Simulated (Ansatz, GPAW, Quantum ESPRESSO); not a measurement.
# Simulated XPS, UPS and emission spectra of Ba2ZnP2, part 6 of 8

Wanted: projected DOS of Ba2ZnP2, weighted into photoemission and X-ray emission spectra, at several levels of theory. Spin–orbit coupling is left out of the bands throughout.

Ansatz 0.2.0, Quantum ESPRESSO 7.5 and GPAW 26.7.0; DFT, LDA, plane-wave PAW, default files, scalar-relativistic (the session's first sound run).

So far, gap on the path (eV): step 2 (self-consistent run, DOS and bands, LDA) 0.560; step 3 (with PBEsol) 0.592.

**7. Quantum ESPRESSO: bands**

Level of this step: DFT, LDA, plane waves, ultrasoft GBRV pseudopotentials, scalar-relativistic (Quantum ESPRESSO).

The main run's cell is run in Quantum ESPRESSO, with other potentials, to see which digits hang on the program.

Input file bands.in:

```
&control
  calculation = 'bands'
  prefix = 'pes'
  outdir = './tmp'
  pseudo_dir = './pp'
  verbosity = 'high'
/
&system
  ibrav = 0
  nat = 10
  ntyp = 3
  ecutwfc = 40.0
  ecutrho = 200.0
  occupations = 'smearing'
  nbnd = 74
  smearing = 'fd'
  degauss = 0.00147
/
&electrons
  conv_thr = 1e-08
  mixing_beta = 0.5
  electron_maxstep = 120
  diago_full_acc = .true.
/
ATOMIC_SPECIES
Ba 137.3270 ba_lda_v1.uspp.F.UPF
Zn 65.3800 zn_lda_v1.uspp.F.UPF
P 30.9738 p_lda_v1.5.uspp.F.UPF
CELL_PARAMETERS angstrom
 -3.378000000 6.554000000 3.192500000
 3.378000000 -6.554000000 3.192500000
 3.378000000 6.554000000 -3.192500000
ATOMIC_POSITIONS crystal
Ba 0.859700000 0.308820000 0.168520000
Ba 0.140300000 0.691180000 0.831480000
Ba 0.640300000 0.808820000 0.449120000
Ba 0.359700000 0.191180000 0.550880000
Zn 0.750000000 0.750000000 0.000000000
Zn 0.250000000 0.250000000 0.000000000
P 0.606490000 0.299920000 0.906410000
P 0.393510000 0.700080000 0.093590000
P 0.893510000 0.799920000 0.693430000
P 0.106490000 0.200080000 0.306570000
K_POINTS crystal
94
 0.00000000 0.00000000 0.00000000 1
 0.05000000 -0.05000000 0.05000000 1
 0.10000000 -0.10000000 0.10000000 1
 0.15000000 -0.15000000 0.15000000 1
 0.20000000 -0.20000000 0.20000000 1
 0.25000000 -0.25000000 0.25000000 1
 ! [... 86 more points ...]
 0.05000000 0.00000000 0.00000000 1
 0.00000000 0.00000000 0.00000000 1
```

Command:

```console
$ OMP_NUM_THREADS=1 mpirun -n 4 pw.x -nk 4 -in bands.in > bands.out
```

The log of the run:

```text
[banner, memory and clock lines left out]
Program PWSCF v.7.5 starts

          URL

     Atomic positions and unit cell read from directory:
     ./tmp/pes.save/

     Message from routine setup:
     using ibrav=0 with symmetry is DISCOURAGED, use correct ibrav instead

     G-vector sticks info

     bravais-lattice index     =            0
     lattice parameter (alat)  =      15.1836  a.u.
     unit-cell volume          =    1907.8911 (a.u.)^3
     number of atoms/cell      =           10
     number of atomic types    =            3
     number of electrons       =       100.00
     number of Kohn-Sham states=           74
     kinetic-energy cutoff     =      40.0000  Ry
     charge density cutoff     =     200.0000  Ry
     Exchange-correlation=  SLA  PZ   NOGX NOGC
                           (   1   1   0   0   0   0   0)

     celldm(1)=  15.183553  celldm(2)=   0.000000  celldm(3)=   0.000000
     celldm(4)=   0.000000  celldm(5)=   0.000000  celldm(6)=   0.000000

     crystal axes: (cart. coord. in units of alat)
               a(1) = (  -0.420422   0.815703   0.397335 )
               a(2) = (   0.420422  -0.815703   0.397335 )
               a(3) = (   0.420422   0.815703  -0.397335 )

     reciprocal axes: (cart. coord. in units 2 pi/alat)
               b(1) = (  0.000000  0.612968  1.258385 )
               b(2) = (  1.189282 -0.000000  1.258385 )
               b(3) = (  1.189282  0.612968  0.000000 )

     PseudoPot. # 1 for Ba read from file:
     ./pp/ba_lda_v1.uspp.F.UPF
     Pseudo is Ultrasoft + core correction, Zval = 10.0
     Generated by new atomic code, or converted to UPF format
     Using radial grid of  907 points,  7 beta functions with:
                l(1) =   0
                l(2) =   0
                l(3) =   1
[...]
Q(r) pseudized with  6 coefficients,  rinner =    1.700   1.700   1.700
                                                       1.700   1.700   1.700
                                                       1.700

     PseudoPot. # 2 for Zn read from file:
     ./pp/zn_lda_v1.uspp.F.UPF
     Pseudo is Ultrasoft, Zval = 20.0
     Generated by new atomic code, or converted to UPF format
     Using radial grid of  943 points,  6 beta functions with:
[...]
Q(r) pseudized with  8 coefficients,  rinner =    1.100   1.100   1.100
                                                       1.100   1.100

     PseudoPot. # 3 for P  read from file:
     ./pp/p_lda_v1.5.uspp.F.UPF
     Pseudo is Ultrasoft + core correction, Zval =  5.0
     Generated by new atomic code, or converted to UPF format
     Using radial grid of  903 points,  6 beta functions with:
[...]
l(5) =   2
                l(6) =   2
     Q(r) pseudized with  8 coefficients,  rinner =    1.300   1.300   1.300
                                                       1.300   1.300

[...]
Cartesian axes

     site n.     atom                  positions (alat units)
         1        Ba     tau(   1) = (  -0.1607524   0.5868165   0.3973346  )
         2        Ba     tau(   2) = (   0.5811741   0.2288862   0.0000000  )
         3        Ba     tau(   3) = (   0.2596692   0.2288862   0.3973346  )
[...]
5        Zn     tau(   5) = (   0.0000000   0.0000000   0.5960019  )
         6        Zn     tau(   6) = (   0.0000000   0.0000000   0.1986673  )
         7        P      tau(   7) = (   0.2521857   0.9894310  -0.0000000  )
         8        P      tau(   8) = (   0.1682359  -0.1737284   0.3973346  )
         9        P      tau(   9) = (   0.2521857   0.6419743   0.3973346  )
[...]
Crystallographic axes

     site n.     atom                  positions (cryst. coord.)
[...]
3        Ba     tau(   3) = (  0.6403000  0.8088200  0.4491200  )
         4        Ba     tau(   4) = (  0.3597000  0.1911800  0.5508800  )
         5        Zn     tau(   5) = (  0.7500000  0.7500000  0.0000000  )
         6        Zn     tau(   6) = (  0.2500000  0.2500000  0.0000000  )
[...]
9        P      tau(   9) = (  0.8935100  0.7999200  0.6934300  )
        10        P      tau(  10) = (  0.1064900  0.2000800  0.3065700  )

     number of k points=    94  Fermi-Dirac smearing, width (Ry)=  0.0015
                       cart. coord. in units 2pi/alat
        k(    1) = (   0.0000000   0.0000000   0.0000000), wk =   0.0212766
        k(    2) = (   0.0000000   0.0612968   0.0000000), wk =   0.0212766
        k(    3) = (   0.0000000   0.1225937   0.0000000), wk =   0.0212766
[...]
cryst. coord.
[...]
k(   93) = (   0.0500000  -0.0000000   0.0000000), wk =   0.0212766
        k(   94) = (   0.0000000   0.0000000   0.0000000), wk =   0.0212766

     Dense  grid:    91153 G-vectors     FFT dimensions: (  72,  72,  72)

     Smooth grid:    65221 G-vectors     FFT dimensions: (  64,  64,  64)

     Dynamical RAM for                 wfc:       9.20 MB

     Dynamical RAM for     wfc (w. buffer):       9.20 MB

     Dynamical RAM for           str. fact:       4.17 MB

     Dynamical RAM for           local pot:       0.00 MB

     Dynamical RAM for          nlocal pot:      25.87 MB

     Dynamical RAM for                qrad:       6.36 MB

     Dynamical RAM for          rho,v,vnew:      12.72 MB

     Dynamical RAM for           G-vectors:       5.71 MB

     Dynamical RAM for          h,s,v(r/c):       1.00 MB

     Dynamical RAM for          <psi|beta>:       0.23 MB

     Dynamical RAM for                 psi:      18.41 MB

     Dynamical RAM for                hpsi:      18.41 MB

     Dynamical RAM for                spsi:      18.41 MB

     Dynamical RAM for      wfcinit/wfcrot:      18.53 MB

     Dynamical RAM for           addusdens:     124.83 MB

     Check: negative core charge=   -0.000001

     The potential is recalculated from file :
     ./tmp/pes.save/charge-density

     negative rho (up, down):  3.587E-01 0.000E+00
     Starting wfcs are   94 randomized atomic wfcs

     Band Structure Calculation
     Davidson diagonalization with overlap

     Computing kpt #:     1  of    24 on this pool

     Computing kpt #:     2  of    24 on this pool

     Computing kpt #:     3  of    24 on this pool

     Computing kpt #:     4  of    24 on this pool
```

It took 86 s on 4 MPI ranks of Arm Neoverse V2, shared host.

The run was cut off at its time limit.

(Continued in part 7 of 8.)

[Logs are printed without paths, hosts, clocks, repeated set-up lines and the standing remarks that a program may print on its own settings, such as how far it seeks lower states.]

[Hosts, paths, dates, database ids (printed as entryN), source tags and the programs' standing remarks are cut or masked in the printed files.]

[Maps of the electrostatic potential energy from Ansatz leave out the sawtooth potential of an applied field or a dipole correction, so their vacuum need not be flat; work functions include it.]

[Peak lists hold at most the 14 tallest peaks of each spectrum; further lines can be left out.]
